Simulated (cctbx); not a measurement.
# TbInGe with cctbx, script by script

Library: cctbx 2025.11. The data are simulated by the first script.

## 1. Simulate the data

run.py:

```python
from cctbx import adptbx, crystal, miller, sgtbx, xray
from cctbx.array_family import flex
from iotbx.shelx import hklf
from scitbx import matrix
import scitbx.random

cs = crystal.symmetry(unit_cell=(7.248, 4.517, 7.997, 90, 90, 90), space_group_symbol='Hall: -P 2ac 2n')  # Pnma
atoms = [  # label, site, U (iso, or U11 U22 U33 U12 U13 U23 in A^2), occupancy
    ("Tb1", (0.9952, 0.75, 0.8042), (0.0055, 0.0053, 0.0052, 0.0000, 0.0000, 0.0000), 1),
    ("In1", (0.3424, 0.75, 0.0706), (0.0041, 0.0046, 0.0045, 0.0000, -0.0004, 0.0000), 1),
    ("Ge1", (0.7041, 0.75, 0.1092), (0.0071, 0.0069, 0.0073, 0.0000, -0.0008, 0.0000), 1),
]
xs = xray.structure(crystal_symmetry=cs)
for label, site, u, occ in atoms:
    u = adptbx.u_cif_as_u_star(cs.unit_cell(), u) if isinstance(u, tuple) else u
    xs.add_scatterer(xray.scatterer(label, site=site, u=u, occupancy=occ))
xs.set_inelastic_form_factors(0.6889, "sasaki")
xs.show_summary()
p1 = xs.expand_to_p1()
ms = miller.build_set(p1, anomalous_flag=True, d_min=0.8)
flex.set_random_seed(611609)
scitbx.random.set_random_seed(611609)
ms = ms.select(flex.random_double(ms.size()) < 0.8)
i = ms.structure_factors_from_scatterers(p1, algorithm="direct").f_calc().as_intensity_array().data()
i = i * 20000 / flex.max(i)
sig = flex.sqrt(i + flex.pow2(0.04 * i) + 8 ** 2)
noise = scitbx.random.variate(scitbx.random.normal_distribution())(i.size())
data = ms.array(data=i + sig * noise, sigmas=sig).set_observation_type_xray_intensity()
with open("data.hkl", "w") as f:
    data.export_as_shelx_hklf(f)
print("reflections written:", data.size(), " <I/sigma> = %.1f" % flex.mean(data.data() / data.sigmas()))
for h, a, b in list(data.sort("data"))[:12]:
    print("%4d%4d%4d %9.1f %7.1f" % (h + (a, b)))
```

```console
$ python run.py
```

```text
Number of scatterers: 3
At special positions: 3
Unit cell: (7.248, 4.517, 7.997, 90, 90, 90)
Space group: P n m a (No. 62)
reflections written: 1713  <I/sigma> = 11.9
   0  -2   0   20195.0   812.4
   0   1  -3   11366.9   464.7
   0   4   0   10003.3   384.1
  -3   1  -4    9636.2   373.6
   3   1  -4    9529.2   373.6
  -3   1   4    9499.7   373.6
   0  -4   0    9446.2   384.1
   3   1   4    9196.6   373.6
  -3  -1   4    8955.6   373.6
   3  -1  -4    8925.5   373.6
  -3  -1  -4    8716.9   373.6
   3  -1   4    8479.5   373.6
```

It took 0.33 s on 1 thread of Arm Neoverse N1, on a shared host, peak memory 0.07 GiB.

## 2. Symmetry

run.py:

```python
from cctbx import crystal, sgtbx, statistics
from cctbx.array_family import flex
from iotbx.shelx import hklf

p1 = crystal.symmetry(unit_cell=(7.248, 4.517, 7.997, 90, 90, 90), space_group_symbol="P 1")
raw = hklf.reader(file_name="data.hkl").as_miller_arrays(crystal_symmetry=p1, anomalous=True)[0]
print(raw.size(), "reflections to d = %.3f A" % raw.d_min())
isig = raw.data() / raw.sigmas()
print("centring   violations  <I/sigma> of those")
best = "P"
for c in "ABCIRF":
    a = raw.customized_copy(space_group_info=sgtbx.space_group_info("Hall: %s 1" % c)).sys_absent_flags().data()
    m = flex.mean(isig.select(a))
    print("%5s %10d of %5d %8.1f" % (c, (isig.select(a) > 4).count(True), a.count(True), m))
    if (isig.select(a) > 4).count(True) < 0.01 * a.count(True):
        best = c
raw = raw.select(~raw.customized_copy(space_group_info=sgtbx.space_group_info("Hall: %s 1" % best)).sys_absent_flags().data())
isig = raw.data() / raw.sigmas()
rows = []
for s in sgtbx.space_group_symbol_iterator():
    g = sgtbx.space_group(s)
    if g.conventional_centring_type_symbol() != best or not g.is_compatible_unit_cell(p1.unit_cell(), 1e-3, 0.02):
        continue
    rows.append((s, g))
print("Laue class    unique    Rint  (classes that these axes allow; Friedel mates merged)")
rint = {}
for s, g in rows:
    laue = g.build_derived_patterson_group()
    key = laue.type().hall_symbol()
    if key not in rint:
        m = raw.customized_copy(space_group_info=laue.info(), anomalous_flag=False).merge_equivalents()
        rint[key] = m.r_int()
        print("%-14s %6d %7.3f" % (laue.type().lookup_symbol(), m.array().size(), m.r_int()))
floor = min(rint.values())
good = [(s, g) for s, g in rows if rint[g.build_derived_patterson_group().type().hall_symbol()] < 2 * floor + 0.03]
top = max(g.build_derived_patterson_group().order_z() for s, g in good)
print("space group    extra absences  I>4sigma  <I/sigma>")
for s, g in good:
    laue = g.build_derived_patterson_group()
    if laue.order_z() != top:
        continue
    a = raw.customized_copy(space_group_info=g.info()).sys_absent_flags().data()
    a &= ~raw.customized_copy(space_group_info=laue.info()).sys_absent_flags().data()
    bad = (isig.select(a) > 4).count(True)
    if bad <= 0.03 * a.count(True):
        print("%-16s %8d %10d %9s  %s" % (s.universal_hermann_mauguin(), a.count(True), bad, "%.1f" % flex.mean(isig.select(a)) if a.count(True) else "-", "centric" if g.is_centric() else "acentric"))
laue = max(good, key=lambda t: t[1].build_derived_patterson_group().order_z())[1].build_derived_patterson_group()
f = raw.customized_copy(space_group_info=laue.info(), anomalous_flag=False).merge_equivalents().array().eliminate_sys_absent().f_sq_as_f()
f.set_observation_type_xray_amplitude()
bins = max(3, min(8, f.size() // 12))
f.setup_binner(n_bins=bins)
w = statistics.wilson_plot(f, {e: n / laue.order_z() for e, n in {'Tb': 4.0, 'In': 4.0, 'Ge': 4.0}.items()}, e_statistics=True)
print("Wilson B = %.2f A^2   <|E^2-1|> = %.3f (0.968 centric, 0.736 acentric)   E^2>4: %.1f %%" % (w.wilson_b, w.mean_e_sq_minus_1, w.percent_e_sq_gt_2))
print("shell (A)         n   <I/sigma>")
m = raw.customized_copy(space_group_info=laue.info(), anomalous_flag=False).merge_equivalents().array().eliminate_sys_absent()
for b in m.setup_binner(n_bins=bins).range_used():
    sel = m.binner().selection(b)
    print("%5.2f - %4.2f %6d %8.1f" % (min(m.binner().bin_d_range(b)[0] if m.binner().bin_d_range(b)[0] > 0 else 99, 99), m.binner().bin_d_range(b)[1], sel.count(True), flex.mean((m.data() / m.sigmas()).select(sel))))
```

```console
$ python run.py
```

```text
1713 reflections to d = 0.801 A
centring   violations  <I/sigma> of those
    A        635 of   849     12.1
    B        603 of   861     11.6
    C        620 of   834     11.7
    I        537 of   850      8.7
    R        851 of  1139     11.9
    F        929 of  1272     11.8
Laue class    unique    Rint  (classes that these axes allow; Friedel mates merged)
P -1             1034   0.029
P 1 2/m 1         609   0.033
P 1 1 2/m         580   0.033
P 2/m 1 1         589   0.033
P m m m           353   0.036
space group    extra absences  I>4sigma  <I/sigma>
P 2 2 2                 0          0         -  acentric
P 2 2 21                8          0      -0.0  acentric
P 21 2 2                9          0       0.5  acentric
P 2 21 2                5          0      -0.2  acentric
P 21 21 2              14          0       0.2  acentric
P 2 21 21              13          0      -0.1  acentric
P 21 2 21              17          0       0.2  acentric
P 21 21 21             22          0       0.1  acentric
P m m 2                 0          0         -  acentric
P 2 m m                 0          0         -  acentric
P m 2 m                 0          0         -  acentric
P 21 m a               61          0       0.2  acentric
P m 2 a                61          0       0.2  acentric
P n m 21               76          0       0.0  acentric
P n 21 m               76          0       0.0  acentric
P n 21 a              137          0       0.1  acentric
P m m m                 0          0         -  centric
P m m a                61          0       0.2  centric
P n m m :1             76          0       0.0  centric
P n m m :2             76          0       0.0  centric
P n m a               137          0       0.1  centric
Wilson B = 0.56 A^2   <|E^2-1|> = 0.923 (0.968 centric, 0.736 acentric)   E^2>4: 2.1 %
shell (A)         n   <I/sigma>
 8.00 - 1.60     56     20.1
 1.60 - 1.27     47     24.6
 1.27 - 1.11     40     22.3
 1.11 - 1.01     43     25.8
 1.01 - 0.94     42     25.9
 0.94 - 0.88     42     23.1
 0.88 - 0.84     38     23.9
 0.84 - 0.80     45     23.0
```

Time: 0.49 s.

## 3. Charge flipping

run.py:

```python
import itertools
from cctbx import crystal, maptbx
from cctbx.array_family import flex
from iotbx.shelx import hklf
from smtbx.ab_initio import charge_flipping as cf

cs = crystal.symmetry(unit_cell=(7.248, 4.517, 7.997, 90, 90, 90), space_group_symbol='Hall: -P 2ac 2n')  # Pnma
raw = hklf.reader(file_name="data.hkl").as_miller_arrays(crystal_symmetry=cs, anomalous=True)[0]
merged = raw.eliminate_sys_absent().merge_equivalents()
fo2 = merged.array().set_observation_type_xray_intensity()
f = fo2.average_bijvoet_mates().f_sq_as_f().resolution_filter(d_min=0.8)
p1 = f.expand_to_p1()
work = p1
flex.set_random_seed(32515)
it = cf.weak_reflection_improved_iterator(delta=None, weak_reflection_fraction=0.1)
it.start(work, phases=flex.random_double(p1.size()) * 6.2832, f_000=0)
it.delta = 1.1 * it.rho_map.sigma()
print("cycle      R  skewness")
for n, st in enumerate(itertools.islice(it, 100)):
    if n % 8 == 0:
        print("%5d %6.3f %8.2f" % (n, st.r1_factor(), st.rho_map.skewness()))
rho = p1.phase_transfer(it.f_calc).fft_map().apply_volume_scaling()
polish = cf.low_density_elimination_iterator(constant_rho_c=rho.sigma())
polish.start(f_obs=p1, phases=it.f_calc, f_000=0)
for _ in range(8):
    next(polish)
print("origin shift          correlation  skewness")
maps = []
for fc, shift, cc in itertools.islice(cf.f_calc_symmetrisations(f, polish.f_calc, 0), 4):
    m = f.phase_transfer(fc).fft_map(symmetry_flags=maptbx.use_space_group_symmetry, resolution_factor=0.25).apply_sigma_scaling()
    maps.append((m.skewness(), cc, m))
    print("%6.3f %6.3f %6.3f %10.3f %9.2f" % (tuple(shift) + (cc, m.skewness())))
skew, cc, m = max((t for t in maps if t[1] > maps[0][1] - 0.04), key=lambda t: t[0])
print("taken: symmetry correlation %.3f, skewness %.2f" % (cc, skew))
peaks = m.peak_search(parameters=maptbx.peak_search_parameters(min_distance_sym_equiv=0.9, max_clusters=8)).all()
sps = cs.special_position_settings(min_distance_sym_equiv=0.5)
print("peak      x       y       z  mult  height/sigma")
for k, (x, h) in enumerate(zip(peaks.sites(), peaks.heights())):
    ss = sps.site_symmetry(x)
    print("Q%-3d %7.4f %7.4f %7.4f %4d %8.1f" % ((k + 1,) + tuple(t % 1 for t in ss.exact_site()) + (ss.multiplicity(), h)))
```

```console
$ python run.py
```

```text
cycle      R  skewness
    0  0.571     0.38
    8  0.440     2.50
   16  0.399     3.44
   24  0.366     3.77
   32  0.328     4.02
   40  0.311     3.89
   48  0.308     3.79
   56  0.308     3.74
   64  0.302     3.80
   72  0.294     3.75
   80  0.290     3.66
   88  0.324     3.76
   96  0.300     3.77
origin shift          correlation  skewness
 0.455  0.352  0.139      0.816      1.91
 0.117  0.360  0.134      0.808      1.83
 0.081  0.406  0.271      0.795      1.45
 0.458  0.373  0.268      0.776      1.53
taken: symmetry correlation 0.816, skewness 1.91
peak      x       y       z  mult  height/sigma
Q1    0.1476  0.7500  0.5691    4      9.2
Q2    0.9940  0.2500  0.7964    4      8.6
Q3    0.2353  0.2500  0.3951    4      4.9
Q4    0.1089  0.2500  0.3876    4      4.3
Q5    0.2069  0.2500  0.7065    4      3.5
Q6    0.0862  0.2500  0.9597    4      2.7
Q7    0.2167  0.2500  0.5272    4      2.5
Q8    0.1297  0.2500  0.1784    4      2.5
```

Time: 0.42 s.

## 4. Refinement (model from the peaks)

run.py:

```python
import math
from cctbx import adptbx, crystal, maptbx, sgtbx, xray
from cctbx.array_family import flex
from cctbx.xray import observations
from iotbx.shelx import hklf
from scitbx.lstbx import normal_eqns_solving
from smtbx import absolute_structure, utils
from smtbx.refinement import constraints, least_squares

cs = crystal.symmetry(unit_cell=(7.248, 4.517, 7.997, 90, 90, 90), space_group_symbol='Hall: -P 2ac 2n')  # Pnma
atoms = [  # label, site, U (iso, or U11 U22 U33 U12 U13 U23 in A^2), occupancy
    ("In1", (0.1476, 0.75, 0.5691), 0.0200, 1),
    ("Tb1", (0.994, 0.25, 0.7964), 0.0200, 1),
    ("Ge1", (0.2353, 0.25, 0.3951), 0.0200, 1),
]
xs = xray.structure(crystal_symmetry=cs)
for label, site, u, occ in atoms:
    u = adptbx.u_cif_as_u_star(cs.unit_cell(), u) if isinstance(u, tuple) else u
    xs.add_scatterer(xray.scatterer(label, site=site, u=u, occupancy=occ))
xs.set_inelastic_form_factors(0.6889, "sasaki")
raw = hklf.reader(file_name="data.hkl").as_miller_arrays(crystal_symmetry=cs, anomalous=True)[0]
merged = raw.eliminate_sys_absent().merge_equivalents()
fo2 = merged.array().set_observation_type_xray_intensity()
print("Rint %.3f, %d unique reflections to %.2f A" % (merged.r_int(), fo2.size(), fo2.d_min()))
for sc in xs.scatterers():
    sc.flags.set_grad_site(True)
    sc.flags.set_grad_u_aniso(sc.flags.use_u_aniso())
    sc.flags.set_grad_u_iso(sc.flags.use_u_iso())
obs = fo2.as_xray_observations()
extra = {}
rep = constraints.reparametrisation(xs, [], utils.connectivity_table(xs), **extra)
ls = least_squares.crystallographic_ls(obs, rep, weighting_scheme=least_squares.mainstream_shelx_weighting(a=0, b=0))
print("cycle     R1     wR2    GooF  max shift (A)")
for cycle in range(6):
    ls.build_up()
    r1, wr2, goof = ls.r1_factor(cutoff_factor=2)[0], ls.wR2(), ls.goof()
    old = xs.sites_cart()
    normal_eqns_solving.levenberg_marquardt_iterations(ls, n_max_iterations=3, tau=0.0001, step_threshold=1e-7)
    big = flex.max((xs.sites_cart() - old).norms())
    print("%4d %7.4f %7.4f %7.3f %9.5f" % (cycle + 1, r1, wr2, goof, big))
    ls.build_up(objective_only=True)
    if abs(ls.wR2() - wr2) < 5e-5 and big < 5e-4:
        break
ls.build_up()
print("final R1 %.4f wR2 %.4f GooF %.3f  parameters %d  data/parameter %.1f" % (ls.r1_factor(cutoff_factor=2)[0], ls.wR2(), ls.goof(), ls.n_parameters, fo2.size() / ls.n_parameters))
cov = ls.covariance_matrix_and_annotations()
su = dict(zip(cov.annotations, (math.sqrt(max(v, 0)) for v in cov.matrix.matrix_packed_u_diagonal())))
a2 = cs.unit_cell().reciprocal_parameters()[0] ** -2
print("atom        x        y        z      Ueq    occ   su(xyz)  su(Uiso or U11)")
for sc in xs.scatterers():
    s = max(su.get(sc.label + k, 0) for k in (".x", ".y", ".z"))
    npd = "" if sc.is_positive_definite_u(cs.unit_cell()) else "  NPD"
    print("%-5s %8.5f %8.5f %8.5f %8.4f %6.3f %8.5f %7.4f%s" % ((sc.label,) + sc.site + (sc.u_iso_or_equiv(cs.unit_cell()), sc.occupancy, s, su.get(sc.label + ".uiso", su.get(sc.label + ".u11", 0) * a2), npd)))
fo = fo2.f_sq_as_f()
fc = fo.structure_factors_from_scatterers(xs, algorithm="direct").f_calc()
diff = fo.f_obs_minus_f_calc(1 / math.sqrt(ls.scale_factor()), fc).average_bijvoet_mates()
m = diff.fft_map(symmetry_flags=maptbx.use_space_group_symmetry, resolution_factor=0.25).apply_volume_scaling()
print("difference map: max %.2f min %.2f rms %.2f" % (m.statistics().max(), m.statistics().min(), m.statistics().sigma()))
peaks = m.peak_search(parameters=maptbx.peak_search_parameters(min_distance_sym_equiv=0.6, max_clusters=5)).all()
near = xs.closest_distances(peaks.sites(), distance_cutoff=4)
sps = cs.special_position_settings(min_distance_sym_equiv=0.5)
for k, (x, h) in enumerate(zip(peaks.sites(), peaks.heights())):
    ss = sps.site_symmetry(x)
    print("Q%-3d %7.4f %7.4f %7.4f %4d %7.2f  %.2f A from %s" % ((k + 1,) + tuple(t % 1 for t in ss.exact_site()) + (ss.multiplicity(), h, near.smallest_distances[k], xs.scatterers()[near.i_seqs[k]].label)))
```

```console
$ python run.py
```

```text
Rint 0.036, 304 unique reflections to 0.80 A
cycle     R1     wR2    GooF  max shift (A)
   1  0.3667  0.6843  22.306   0.22731
   2  0.0136  0.0312   1.017   0.00018
final R1 0.0136 wR2 0.0312 GooF 1.017  parameters 9  data/parameter 33.8
atom        x        y        z      Ueq    occ   su(xyz)  su(Uiso or U11)
In1    0.15767  0.75000  0.57054   0.0044  1.000  0.00006  0.0001
Tb1    0.99519  0.25000  0.80419   0.0053  1.000  0.00004  0.0001
Ge1    0.20433  0.25000  0.39074   0.0070  1.000  0.00009  0.0002
difference map: max 1.01 min -1.07 rms 0.28
Q1    0.2258  0.7500  0.9090    4    1.04  0.53 A from Ge1
Q2    0.1619  0.7500  0.4884    4    0.96  0.66 A from In1
Q3    0.2125  0.2500  0.8060    4    0.91  1.57 A from Tb1
Q4    0.2122  0.2500  0.9807    4    0.87  1.19 A from In1
Q5    0.0994  0.5740  0.8244    8    0.85  1.65 A from Tb1
```

Time: 0.48 s.

## 5. Refinement (anisotropic displacement)

run.py, as its changes from the last script of this kind:

```diff
@@ -12,3 +12,3 @@
-    ("In1", (0.1476, 0.75, 0.5691), 0.0200, 1),
-    ("Tb1", (0.994, 0.25, 0.7964), 0.0200, 1),
-    ("Ge1", (0.2353, 0.25, 0.3951), 0.0200, 1),
+    ("In1", (0.15767, 0.75, 0.57054), 0.0044, 1),
+    ("Tb1", (0.99519, 0.25, 0.80419), 0.0053, 1),
+    ("Ge1", (0.20433, 0.25, 0.39074), 0.0070, 1),
@@ -20,0 +21 @@
+xs.convert_to_anisotropic()
@@ -34 +35 @@
-for cycle in range(6):
+for cycle in range(8):
@@ -38 +39 @@
-    normal_eqns_solving.levenberg_marquardt_iterations(ls, n_max_iterations=3, tau=0.0001, step_threshold=1e-7)
+    normal_eqns_solving.levenberg_marquardt_iterations(ls, n_max_iterations=3, tau=1e-06, step_threshold=1e-7)
@@ -59 +60 @@
-peaks = m.peak_search(parameters=maptbx.peak_search_parameters(min_distance_sym_equiv=0.6, max_clusters=5)).all()
+peaks = m.peak_search(parameters=maptbx.peak_search_parameters(min_distance_sym_equiv=0.6, max_clusters=6)).all()
```

```console
$ python run.py
```

```text
Rint 0.036, 304 unique reflections to 0.80 A
cycle     R1     wR2    GooF  max shift (A)
   1  0.0136  0.0312   1.033   0.00030
   2  0.0127  0.0296   0.980   0.00000
final R1 0.0127 wR2 0.0296 GooF 0.980  parameters 18  data/parameter 16.9
atom        x        y        z      Ueq    occ   su(xyz)  su(Uiso or U11)
In1    0.15765  0.75000  0.57053   0.0044  1.000  0.00006  0.0002
Tb1    0.99521  0.25000  0.80418   0.0054  1.000  0.00004  0.0002
Ge1    0.20430  0.25000  0.39076   0.0070  1.000  0.00009  0.0003
difference map: max 0.84 min -1.05 rms 0.27
Q1    0.2174  0.2500  0.8100    4    0.89  1.61 A from Tb1
Q2    0.1755  0.7500  0.4843    4    0.85  0.70 A from In1
Q3    0.0977  0.5762  0.8254    8    0.85  1.66 A from Tb1
Q4    0.2355  0.2500  0.3524    4    0.84  0.38 A from Ge1
Q5    0.2075  0.2500  0.9815    4    0.84  1.21 A from In1
Q6    0.0173  0.5277  0.3992    8    0.78  1.80 A from In1
```

Run time: 0.46 s on 1 thread of Arm Neoverse N1, on a shared host, peak memory 0.09 GiB.

[Logs are printed without paths, hosts, clocks, repeated set-up lines and the standing remarks that a program may print on its own settings, such as how far it seeks lower states.]
